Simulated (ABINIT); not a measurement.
# In2S (Fm-3m): zone-centre phonons, part 3 of 3

Which modes does In2S (Fm-3m) have at the zone centre?

ABINIT 10.8.3; DFT LDA, scalar-relativistic, plane waves, HGH norm-conserving pseudopotentials.

So far. Step 6 (Linear response at Γ): The acoustic modes at Γ come out as far as 2.0 cm⁻¹ from zero, where they should vanish, a small numerical error. Step 7 (Zone-centre analysis): The rule moves no optical mode by more than 0.2 cm⁻¹. The relaxed cell has a = 6.834 Å (conventional setting).

The structure was built from a prototype and need not be the compound's stable phase.

### 8. Sum rules set otherwise (asr 0)

Without the rule the raw error of the acoustic modes shows.

The input, anaddb.abi:

```
ddb_filepath "gamma_DDB"
output_file "anaddb.abo"
outdata_prefix "anaddb"
asr 0
chneut 0
enunit 2
eivec 1
nph1l 1
qph1l 0.0 0.0 0.0 1.0
```

The input, mrgddb.in:

```
gamma_DDB
merged
2
dfpt_gammao_DDB
gso_DDB
```

Run with:

```sh
> mrgddb < mrgddb.in > mrgddb.log
> OMP_NUM_THREADS=1 anaddb anaddb.abi > anaddb.log
```

anaddb.abo, the main output file:

```text
-outvars_anaddb: echo values of input variables ----------------------

 Miscellaneous information :
      enunit         2
       eivec         1
      chneut         0
 First list of wavevector (reduced coord.) :
       nph1l         1
       qph1l
                     0.00000000E+00  0.00000000E+00  0.00000000E+00    1.000E+00

================================================================================

 read the DDB information and perform some checks

  ==== Info on the Cryst% object ====
 Real(R)+Recip(G) space primitive vectors, cartesian coordinates (Bohr,Bohr^-1):
 R(1)=  0.0000000  6.4573115  6.4573115  G(1)= -0.0774316  0.0774316  0.0774316
 R(2)=  6.4573115  0.0000000  6.4573115  G(2)=  0.0774316 -0.0774316  0.0774316
 R(3)=  6.4573115  6.4573115  0.0000000  G(3)=  0.0774316  0.0774316 -0.0774316
 Unit cell volume ucvol=  5.3849939E+02 bohr^3
 Angles (23,13,12)=  6.00000000E+01  6.00000000E+01  6.00000000E+01 degrees
 Time-reversal symmetry is present
 Reduced atomic positions [iatom, xred, symbol]:
    1)    0.0000000  0.0000000  0.0000000   S
    2)    0.2500000  0.2500000  0.2500000  In
    3)    0.7500000  0.7500000  0.7500000  In

 DDB file with 3 blocks has been read.

================================================================================

 Treat the first list of vectors

  Phonon wavevector (reduced coordinates) :  0.00000  0.00000  0.00000
 Phonon energies in Hartree :
   8.952949E-06  8.952949E-06  8.952950E-06  3.841206E-04  3.841206E-04
   3.841206E-04  5.243621E-04  5.243621E-04  5.243621E-04
 Phonon energies in meV     :
-  2.436222E-01  2.436222E-01  2.436222E-01  1.045245E+01  1.045245E+01
-  1.045245E+01  1.426862E+01  1.426862E+01  1.426862E+01
 Phonon frequencies in cm-1    :
-  1.964945E+00  1.964945E+00  1.964945E+00  8.430473E+01  8.430473E+01
-  8.430473E+01  1.150842E+02  1.150842E+02  1.150842E+02
 Phonon frequencies in Thz     :
-  5.890758E-02  5.890758E-02  5.890758E-02  2.527392E+00  2.527392E+00
-  2.527392E+00  3.450137E+00  3.450137E+00  3.450137E+00
 Phonon energies in Kelvin  :
-  2.827118E+00  2.827118E+00  2.827118E+00  1.212957E+02  1.212957E+02
-  1.212957E+02  1.655805E+02  1.655805E+02  1.655805E+02

 Eigendisplacements
 (will be given, for each mode : in cartesian coordinates
   for each atom the real part of the displacement vector,
   then the imaginary part of the displacement vector - absolute values smaller than 1.0d-7 are set to zero)
  Mode number    1   Energy    8.952949E-06
 Attention : low frequency mode.
   (Could be unstable or acoustic mode)
-  1  0.00000000E+00  0.00000000E+00 -1.44446325E-03
-     0.00000000E+00  0.00000000E+00  0.00000000E+00
-  2  0.00000000E+00  0.00000000E+00 -1.44828255E-03
-     0.00000000E+00  0.00000000E+00  0.00000000E+00
-  3  0.00000000E+00  0.00000000E+00 -1.44828255E-03
-     0.00000000E+00  0.00000000E+00  0.00000000E+00
  Mode number    2   Energy    8.952949E-06
 Attention : low frequency mode.
   (Could be unstable or acoustic mode)
-  1  0.00000000E+00 -1.44446325E-03  0.00000000E+00
-     0.00000000E+00  0.00000000E+00  0.00000000E+00
-  2  0.00000000E+00 -1.44828255E-03  0.00000000E+00
-     0.00000000E+00  0.00000000E+00  0.00000000E+00
-  3  0.00000000E+00 -1.44828255E-03  0.00000000E+00
-     0.00000000E+00  0.00000000E+00  0.00000000E+00
  Mode number    3   Energy    8.952950E-06
 Attention : low frequency mode.
   (Could be unstable or acoustic mode)
-  1  1.44446325E-03  0.00000000E+00  0.00000000E+00
-     0.00000000E+00  0.00000000E+00  0.00000000E+00
-  2  1.44828255E-03  0.00000000E+00  0.00000000E+00
-     0.00000000E+00  0.00000000E+00  0.00000000E+00
-  3  1.44828255E-03  0.00000000E+00  0.00000000E+00
-     0.00000000E+00  0.00000000E+00  0.00000000E+00
  Mode number    4   Energy    3.841206E-04
-  1  0.00000000E+00  0.00000000E+00  0.00000000E+00
-     0.00000000E+00  0.00000000E+00  0.00000000E+00
-  2  0.00000000E+00  0.00000000E+00  1.54559669E-03
-     0.00000000E+00  0.00000000E+00  0.00000000E+00
-  3  0.00000000E+00  0.00000000E+00 -1.54559669E-03
-     0.00000000E+00  0.00000000E+00  0.00000000E+00
  Mode number    5   Energy    3.841206E-04
-  1  0.00000000E+00  0.00000000E+00  0.00000000E+00
-     0.00000000E+00  0.00000000E+00  0.00000000E+00
-  2  0.00000000E+00  1.54559669E-03  0.00000000E+00
-     0.00000000E+00  0.00000000E+00  0.00000000E+00
-  3  0.00000000E+00 -1.54559669E-03  0.00000000E+00
-     0.00000000E+00  0.00000000E+00  0.00000000E+00
  Mode number    6   Energy    3.841206E-04
-  1  0.00000000E+00  0.00000000E+00  0.00000000E+00
-     0.00000000E+00  0.00000000E+00  0.00000000E+00
-  2  1.54559669E-03  0.00000000E+00  0.00000000E+00
-     0.00000000E+00  0.00000000E+00  0.00000000E+00
-  3 -1.54559669E-03  0.00000000E+00  0.00000000E+00
-     0.00000000E+00  0.00000000E+00  0.00000000E+00
  Mode number    7   Energy    5.243621E-04
-  1  0.00000000E+00  2.09877025E-07  3.87574033E-03
-     0.00000000E+00  0.00000000E+00  0.00000000E+00
-  2  0.00000000E+00  0.00000000E+00 -5.39765499E-04
-     0.00000000E+00  0.00000000E+00  0.00000000E+00
-  3  0.00000000E+00  0.00000000E+00 -5.39765499E-04
-     0.00000000E+00  0.00000000E+00  0.00000000E+00
  Mode number    8   Energy    5.243621E-04
-  1  0.00000000E+00  3.87574033E-03 -2.09877325E-07
-     0.00000000E+00  0.00000000E+00  0.00000000E+00
-  2  0.00000000E+00 -5.39765499E-04  0.00000000E+00
-     0.00000000E+00  0.00000000E+00  0.00000000E+00
-  3  0.00000000E+00 -5.39765499E-04  0.00000000E+00
-     0.00000000E+00  0.00000000E+00  0.00000000E+00
  Mode number    9   Energy    5.243621E-04
-  1  3.87574034E-03  0.00000000E+00  0.00000000E+00
-     0.00000000E+00  0.00000000E+00  0.00000000E+00
-  2 -5.39765499E-04  0.00000000E+00  0.00000000E+00
-     0.00000000E+00  0.00000000E+00  0.00000000E+00
-  3 -5.39765499E-04  0.00000000E+00  0.00000000E+00
-     0.00000000E+00  0.00000000E+00  0.00000000E+00

 Analysis of degeneracies and characters (maximum tolerance=1.00E-06 a.u.)
 For each vibration mode, or group of modes if degenerate,
 the characters are given for each symmetry operation (see the list in the log file).
 Symmetry characters of vibration mode #   1
       degenerate with vibration modes #   2 to    3
  3.0 -3.0 -1.0  1.0 -1.0  1.0 -1.0  1.0  1.0 -1.0 -1.0  1.0  1.0 -1.0 -1.0  1.0
  0.0 -0.0 -0.0  0.0  0.0 -0.0 -0.0  0.0  1.0 -1.0 -1.0  1.0 -1.0  1.0  1.0 -1.0
  0.0 -0.0  0.0 -0.0 -0.0  0.0 -0.0  0.0  1.0 -1.0  1.0 -1.0 -1.0  1.0 -1.0  1.0
 Symmetry characters of vibration mode #   4
       degenerate with vibration modes #   5 to    6
  3.0  3.0 -1.0 -1.0 -1.0 -1.0 -1.0 -1.0  1.0  1.0 -1.0 -1.0  1.0  1.0 -1.0 -1.0
  0.0  0.0  0.0  0.0  0.0  0.0  0.0  0.0  1.0  1.0 -1.0 -1.0 -1.0 -1.0  1.0  1.0
  0.0  0.0  0.0  0.0 -0.0 -0.0  0.0  0.0  1.0  1.0  1.0  1.0 -1.0 -1.0 -1.0 -1.0
 Symmetry characters of vibration mode #   7
       degenerate with vibration modes #   8 to    9
  3.0 -3.0 -1.0  1.0 -1.0  1.0 -1.0  1.0  1.0 -1.0 -1.0  1.0  1.0 -1.0 -1.0  1.0
  0.0 -0.0 -0.0  0.0  0.0 -0.0 -0.0  0.0  1.0 -1.0 -1.0  1.0 -1.0  1.0  1.0 -1.0
  0.0 -0.0  0.0 -0.0 -0.0  0.0 -0.0  0.0  1.0 -1.0  1.0 -1.0 -1.0  1.0 -1.0  1.0
-
```

It took 0.96 s on 1 thread of AMD EPYC (Zen 3), shared host.

This step gave:

| Quantity | Value |
| --- | --- |
| highest optical zone-centre mode (no LO-TO term) | 115.1 cm⁻¹ |
| lowest optical zone-centre mode | 84.3 cm⁻¹ |

Zone-centre frequencies as printed; negative means imaginary. Modes:

| mode | frequency (cm⁻¹) |
| --- | --- |
| 1 | 1.96 |
| 2 | 1.96 |
| 3 | 1.96 |
| 4 | 84.3 |
| 5 | 84.3 |
| 6 | 84.3 |
| 7 | 115.1 |
| 8 | 115.1 |
| 9 | 115.1 |

### 9. Outcome

| Property | Result |
| --- | --- |
| space group after relaxation | Fm-3m |
| volume per atom | 26.6 Å³ |
| highest optical zone-centre mode (no LO-TO term) | 115.0 cm⁻¹ |
| lowest optical zone-centre mode | 84.3 cm⁻¹ |
| imaginary optical modes at the zone centre (no q mesh in this session) | none |

**Reading.** At the LDA level the optical modes of In2S (Fm-3m) at the zone centre run from 84 to 115 cm⁻¹. These are harmonic frequencies at zero temperature: anharmonic shifts and linewidths and thermal expansion are left out. The HGH files keep few electrons and have no core correction, which is cheap but rough for In. In a metal the frequencies hang on the k mesh and the smearing, most of all near Kohn anomalies. The structure is a hypothetical one, built on a prototype.

[Host names and launcher messages were left out of these logs when they were recorded.]

[Logs are printed without paths, hosts, clocks, repeated set-up lines and the standing remarks that a program may print on its own settings, such as how far it seeks lower states.]

[Hosts, paths, dates, database ids (printed as entryN), source tags and the programs' standing remarks are cut or masked in the printed files.]
